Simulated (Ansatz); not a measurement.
# Dielectric function and optical constants of MnF2, part 2 of 2

Wanted: where MnF2 starts to absorb, how strongly, and its refractive index.

Ansatz 0.2.0; DFT, PBE+U, plane-wave PAW, default files, scalar-relativistic, independent-particle optical response without local fields.

So far. Step 2 (Ground state and bands): There is a gap, 3.62 eV on the path, so no carriers' term is needed. The cell is left with a pressure of 5.4 GPa and forces up to 0.07 eV/Å, as it stands unrelaxed at this level.

## Step 3: Spectrum

The spectrum is a sum over vertical transitions between filled and empty bands at the fixed density, so many empty bands are needed.

This step: DFT, PBE+U, plane-wave PAW, default files, scalar-relativistic, independent-particle optical response without local fields (Ansatz 0.2.0).

The input, input.yaml:

```yaml
crystal:
  lattice:
    - [4.8738, 0.0, 0.0]
    - [0.0, 4.8738, 0.0]
    - [0.0, 0.0, 3.3107]
  atoms:
    - { symbol: Mn, position: [0.5, 0.5, 0.5], spin: 4.0 }
    - { symbol: Mn, position: [0.0, 0.0, 0.0], spin: -4.0 }
    - { symbol: F, position: [0.8053, 0.1947, 0.5] }
    - { symbol: F, position: [0.6947, 0.6947, 0.0] }
    - { symbol: F, position: [0.1947, 0.8053, 0.5] }
    - { symbol: F, position: [0.3053, 0.3053, 0.0] }
magnetization:
  spin_polarized: true
kpoints:
  mp_grid: { grid: [5, 5, 7] }
scf:
  occupations: { method: gaussian, width: 0.02 }
hamiltonian:
  xc: pbe
  pseudopotentials: { kind: paw }
  hubbard: [{ species: Mn, l: d, u_eff: 3.9 }]
output:
  optics:
    e_range: [0, 20]
    de: 0.05
    sigma: 0.1
    nscf_kmesh: { grid: [6, 6, 8] }
    bands: { spectra_wanted_up_to: 20 }
```

Started as:

```bash
> ansatz run input.yaml --threads 4 --pin off --max-ram 8192MiB --backend cpu --events-out ev --progress --plain --runs-dir out
```

The program printed:

```text
[...]
Crystal: 6 atoms, lattice volume = 78.642 Å³
Basis set: ecut = 420 eV, 1519 PW (Γ)
Bands: 40, of which v1, the nominal top of the filled ones, is band 29 counted from 1 (28 counted from 0)
Symmetry: 8 space group operations
[...]
k-points: 36 of 175
[...]
Starting moments: Σ|m| = 8 μB on 2 of 6 sites
[...]
SCF iter   1: F=—  HF=-11057.798276 eV  |F-HF|=—  |Δ(HF+E_count)|=         —  Δρ=4.16e-1 (↑4.16e-1 ↓4.16e-1)  dr2=4.56e2  dr2_m=1.91e1  M=-0.000 μB ∫|m|=2.566 μB  β_m=0.30  ethr=3.10e-3  ⟨swp⟩=5.5  Hψ=10739  notcnv=0
[...]
SCF iter  15: F=-11033.110456 eV  HF=-11033.110456 eV  |F-HF|=1.09e-11  |Δ(HF+E_count)|=  2.73e-11  Δρ=7.21e-8 (↑7.21e-8 ↓6.62e-8)  dr2=9.47e-12  dr2_m=7.37e-14  M=0.000 μB ∫|m|=9.743 μB  ethr=1.00e-12  ⟨swp⟩=8.0  Hψ=11557  notcnv=0
SCF 1 converged in 15 iterations: F = -11033.110456 eV  dr2 = 9.47e-12
[...]
NSCF: frozen V_eff on 65 k-points
output.optics: what the bands over the 67 summed would add to eps1, eps2 and the energy-loss function is held between a lower and an upper bound (8 Lanczos steps). eps1, eps2 and their loss function (loss_summed_bands) are given on every row as the summed bands alone make them. Along an axis, on a row where the two bounds hold the loss function to about 1 % of the greater of itself and 0.5 % of |1/eps|, its cell (loss_completed) is given, with the completed eps1 and eps2 that it is formed of (a cell that is left empty reads nan in the table and null in the record). The two bounds hold it so along every axis on all 401 rows up to 20.000 eV. [rest of the remark cut]
SCF converged after 15 iterations
Magnetization: 0.0000 μB (29.0000 up, 29.0000 down)
Absolute magnetization: 9.7453 μB (∫|ρ↑−ρ↓|, with the PAW one-centre terms)
[...]
Per-site moments (μB) at R_I (Å): [(4.224356, 0.868027), (-4.224356, 0.868027), (-0.021661, 0.868027), (0.021661, 0.868027), (-0.021661, 0.868027), (0.021661, 0.868027)]
Free energy (F): -11033.110456 eV
[...]
Internal energy: -11033.110456 eV  (E = F + TS)
E sigma→0 (E₀):  -11033.110456 eV
Fermi energy:    7.122795 eV
[...]
--- Band table (eV; the first three rows and the last of 72) ---
  k-point 0 ↑: bands = [... 25 lower, 3.2827, 3.6879, 4.8176, 5.2766, 8.9343, 10.9151, 11.4169, 11.4270, ... 7 higher]
  k-point 1 ↑: bands = [... 25 lower, 3.5025, 3.6437, 4.8065, 5.0748, 9.4641, 11.0282, 11.3762, 11.3835, ... 7 higher]
  k-point 2 ↑: bands = [... 25 lower, 3.5843, 3.8008, 4.7387, 4.7974, 10.6978, 11.2832, 11.2884, 11.2987, ... 7 higher]
  k-point 35 ↓: bands = [... 25 lower, 3.4746, 3.7592, 4.5156, 5.0358, 11.1995, 11.2140, 11.4112, 11.7690, ... 7 higher]
Occupation matrices written to <dir>
```

The job ended after 96 s (4 threads of Arm Neoverse V1, shared host; peak memory 2.7 GiB).

Read-outs:

```
electronic dielectric constant ε∞, mean of the axes                                   : 2.478
absorption onset, first axis (α over 10⁴ cm⁻¹, or the direct gap if that lies higher) : 4.550 eV
main peak of Im epsilon, first axis                                                   : 8.735 eV
least direct gap on the mesh                                                          : 3.658 eV
bands summed                                                                          : 67
spectra valid up to                                                                   : 31.19 eV
program's estimate of the k-sum error in Im epsilon                                   : 0.12 %
electrons in the f-sum                                                                : 23.43
```

The Im ε has structure finer than the step of the table below, so its rows give means over 0.5 eV. Peaks (eV: height): E ∥ x or y 6.90: 1.54, 7.45: 1.60, 8.75: 2.30, 10.55: 1.94, 16.00: 1.47; E ∥ z 7.70: 1.72, 8.80: 2.74, 9.60: 2.63, 10.30: 2.91, 14.85: 1.84.

The Im ε by photon energy; means over each step:

```
photon energy (eV)  E ∥ x or y   E ∥ z
               3.0           0       0
               3.5      2.0e-4  6.4e-4
               4.0      0.0102  0.0243
               4.5      0.0654  0.0809
               5.0       0.106   0.152
               5.5       0.123   0.214
               6.0       0.578   0.400
               6.5       0.895   0.798
               7.0        1.37    1.06
               7.5        1.50    1.35
               8.0       0.969    1.47
               8.5        1.54    1.80
               9.0        1.77    2.39
               9.5        1.59    2.54
              10.0        1.67    2.39
              10.5        1.88    2.36
              11.0        1.63    1.47
              11.5        1.37    1.55
              12.0        1.17    1.10
              12.5        1.24    1.16
              13.0        1.30    1.35
              13.5        1.21    1.27
              14.0        1.20    1.26
              14.5        1.23    1.50
              15.0        1.30    1.64
              15.5        1.35    1.34
              16.0        1.45    1.23
              16.5        1.35    1.33
              17.0        1.28    1.20
              17.5        1.28    1.26
              18.0        1.37    1.23
              18.5        1.26    1.09
              19.0        1.22    1.10
              19.5        1.11   0.945
```

Table of Re ε by photon energy:

```
photon energy (eV)  E ∥ x or y  E ∥ z
                 0        2.45   2.54
                 1        2.46   2.55
                 2        2.50   2.59
                 3        2.57   2.68
                 4        2.73   2.85
                 5        2.93   3.05
                 6        3.66   3.50
                 7        2.87   3.54
                 8        2.58   2.99
                 9        2.17   2.50
                10        2.28   1.84
                11        1.51   1.29
                12        1.53   1.37
                13        1.65   1.68
                14        1.64   1.58
                15        1.58   1.07
                16        1.40   1.26
                17        1.22   1.06
                18        1.12  0.912
                19       0.911  0.813
                20       0.757  0.833
```

The reflectivity at normal incidence has structure finer than the step of the table below, so its rows give means over 0.5 eV. Peaks (eV: height): E ∥ x or y 6.05: 10.3, 6.80: 10.8, 7.40: 9.98, 8.70: 12.8, 9.60: 9.27, 10.55: 10.0, 18.15: 7.68; E ∥ z 6.25: 10.5, 7.65: 11.7, 8.80: 14.9, 9.65: 13.8, 10.35: 16.2, 11.50: 9.25, 14.90: 9.98.

Table of reflectivity at normal incidence by photon energy; means over each step:

```
photon energy (eV)  E ∥ x or y (%)  E ∥ z (%)
               0.5            4.86       5.24
               1.0            4.90       5.28
               1.5            4.97       5.36
               2.0            5.07       5.47
               2.5            5.20       5.62
               3.0            5.39       5.82
               3.5            5.65       6.11
               4.0            6.05       6.54
               4.5            6.49       6.98
               5.0            6.91       7.43
               5.5            7.77       7.99
               6.0            9.66       9.41
               6.5            9.62       9.40
               7.0            9.67       10.3
               7.5            9.27       10.9
               8.0            6.97       10.1
               8.5            10.6       12.4
               9.0            9.36       13.0
               9.5            8.64       13.4
              10.0            8.89       12.6
              10.5            9.76       14.1
              11.0            8.24       7.67
              11.5            6.57       8.25
              12.0            5.38       4.92
              12.5            5.93       5.32
              13.0            6.19       6.51
              13.5            5.61       5.94
              14.0            5.61       5.90
              14.5            5.73       7.41
              15.0            6.18       8.80
              15.5            6.45       7.02
              16.0            7.15       5.88
              16.5            6.72       6.85
              17.0            6.23       5.96
              17.5            6.23       6.38
              18.0            7.17       6.78
              18.5            6.80       5.69
              19.0            6.83       6.16
              19.5            6.43       4.87
```

The loss function −Im 1/ε at q → 0 has structure finer than the step of the table below, so its rows give means over 0.5 eV. Peaks (eV: height): E ∥ x or y 7.75: 0.200, 11.20: 0.347; E ∥ z 10.80: 0.481, 11.70: 0.485, 15.60: 0.476, 19.20: 0.616.

Loss function −Im 1/ε at q → 0 against energy loss; means over each step:

```
energy loss (eV)  E ∥ x or y    E ∥ z
             3.0           0        0
             3.5      2.8e-5   8.2e-5
             4.0     0.00134  0.00297
             4.5     0.00811  0.00924
             5.0      0.0123   0.0162
             5.5      0.0125   0.0210
             6.0      0.0454   0.0312
             6.5      0.0726   0.0664
             7.0       0.123   0.0802
             7.5       0.157   0.0984
             8.0       0.132    0.127
             8.5       0.121    0.111
             9.0       0.218    0.182
             9.5       0.204    0.210
            10.0       0.216    0.254
            10.5       0.263    0.362
            11.0       0.332    0.400
            11.5       0.332    0.409
            12.0       0.312    0.368
            12.5       0.281    0.304
            13.0       0.300    0.305
            13.5       0.327    0.337
            14.0       0.298    0.306
            14.5       0.307    0.306
            15.0       0.310    0.399
            15.5       0.337    0.457
            16.0       0.358    0.406
            16.5       0.408    0.451
            17.0       0.413    0.464
            17.5       0.415    0.452
            18.0       0.445    0.527
            18.5       0.506    0.534
            19.0       0.535    0.581
            19.5       0.597    0.583
```

Values under 1 per cm are given as 1. Table of absorption coefficient by photon energy:

```
photon energy (eV)  E ∥ x or y (1/cm)  E ∥ z (1/cm)
               0.0                  1             1
               0.5                  1             1
               1.0                  1             1
               1.5                  1             1
               2.0                  1             1
               2.5                  1             1
               3.0                  1             1
               3.5                  1          1.06
               4.0                879          2826
               4.5               9122         10678
               5.0              15894         22094
               5.5              19220         34109
               6.0              87866         55347
               6.5              1.4e5         1.3e5
               7.0              2.9e5         2.2e5
               7.5              3.5e5         2.5e5
               8.0              2.2e5         3.3e5
               8.5              3.1e5         3.5e5
               9.0              4.7e5         5.9e5
               9.5              4.7e5         7.1e5
              10.0              5.2e5         7.0e5
              10.5              6.7e5         9.3e5
              11.0              6.6e5         6.1e5
              11.5              6.1e5         7.8e5
              12.0              5.4e5         5.3e5
              12.5              5.8e5         5.5e5
              13.0              6.2e5         6.5e5
              13.5              6.3e5         6.6e5
              14.0              6.3e5         6.6e5
              14.5              6.7e5         8.1e5
              15.0              7.3e5         1.0e6
              15.5              8.0e5         9.1e5
              16.0              9.1e5         8.0e5
              16.5              9.0e5         9.4e5
              17.0              9.1e5         8.8e5
              17.5              9.3e5         9.5e5
              18.0              1.0e6         1.0e6
              18.5              1.0e6         9.1e5
              19.0              1.1e6         1.0e6
              19.5              1.0e6         8.9e5
              20.0              1.0e6         9.2e5
```

At chosen wavelengths:

```
wavelength (nm)  n xy   k xy  R (%) xy     1/α xy   n z    k z  R (%) z      1/α z
           1550  1.57  0.000       4.9  over 1 mm  1.60  0.000      5.3  over 1 mm
            800  1.57  0.000       5.0  over 1 mm  1.60  0.000      5.4  over 1 mm
            532  1.59  0.000       5.2  over 1 mm  1.62  0.000      5.6  over 1 mm
            450  1.60  0.000       5.3  over 1 mm  1.63  0.000      5.7  over 1 mm
            365  1.62  0.000       5.6  over 1 mm  1.65  0.000      6.0  over 1 mm
            308  1.65  0.002       6.1    10.0 µm  1.69  0.008      6.6     3.2 µm
            193  1.83  0.200       9.1      77 nm  1.81  0.242      9.0      63 nm
```

Rows near the edge hang on the gap, which this functional as a rule makes too small, and phonon-assisted absorption over an indirect gap is left out.

Through 1 µm of it, D65 light comes out colourless (x = 0.313, y = 0.330; 90 % transmitted).

At 1064 nm the birefringence n(z) − n(x) is +0.028: the crystal is uniaxial positive at this level.

The f-sum over the summed bands holds 23.4 of the cell's 58 electrons outside the frozen cores. Up to 20 eV the strength has a mean oscillator energy of 12.1 eV, and these transitions give 73 % of ε∞ − 1 along x; the rest comes from higher ones.

## Step 4: Summary of results

```yaml
gap_on_the_path: 3.62 eV
electronic_dielectric_constant_eps_infinity_mean_of_the_axes_independent_particles: 2.48
absorption_onset_first_axis_alpha_over_1e4_cm_minus1_or_the_direct_gap_if_that_lies_higher: 4.55 eV
main_peak_of_im_epsilon_first_axis: 8.74 eV
```

What this shows: At this level (PBE+U, independent particles) MnF2 has a mean ε∞ = 2.48 and n = 1.57 at 1550 nm (E ∥ x); absorption sets in near 4.6 eV, and Im ε peaks at 8.7 eV (E ∥ x). Absorption becomes strong only at 4.55 eV, 0.89 eV above the least direct gap: the lowest transitions are weak or forbidden for this polarisation, or few states take part. Im ε has its chief maxima at 7.46 eV (1.6), 8.74 eV (2.3), 9.62 eV (1.7) and 10.56 eV (1.9) for E ∥ x or y. The static values by axis are 2.45 (xy), 2.54 (z). The f-sum over the summed bands holds 23.4 of the cell's 58 electrons outside the frozen cores. Up to 20 eV the strength has a mean oscillator energy of 12.1 eV, and these transitions give 73 % of ε∞ − 1 along x; the rest comes from higher ones. Through 1 µm of it, D65 light comes out colourless (x = 0.313, y = 0.330; 90 % transmitted). At 1064 nm the birefringence n(z) − n(x) is +0.028: the crystal is uniaxial positive at this level. Excitons and phonon-assisted transitions are missing, and so are local fields. In the base run ε includes the program's bounded estimate of what the bands above those summed add. The magnetic state comes from one start and need not be the lowest. Not shown from this task: 1 step that ran out of time.

[Long decimals in the printed logs are rounded to 6 places.]

[Logs are printed without paths, hosts, clocks, repeated set-up lines and the standing remarks that a program may print on its own settings, such as how far it seeks lower states.]

[Hosts, paths, dates, database ids (printed as entryN), source tags and the programs' standing remarks are cut or masked in the printed files.]

[Where the starting crystal was built by hand or by swapping elements, it need not be the compound's stable phase.]

[The count of steps not shown may lack steps that the program refused or didn't finish.]
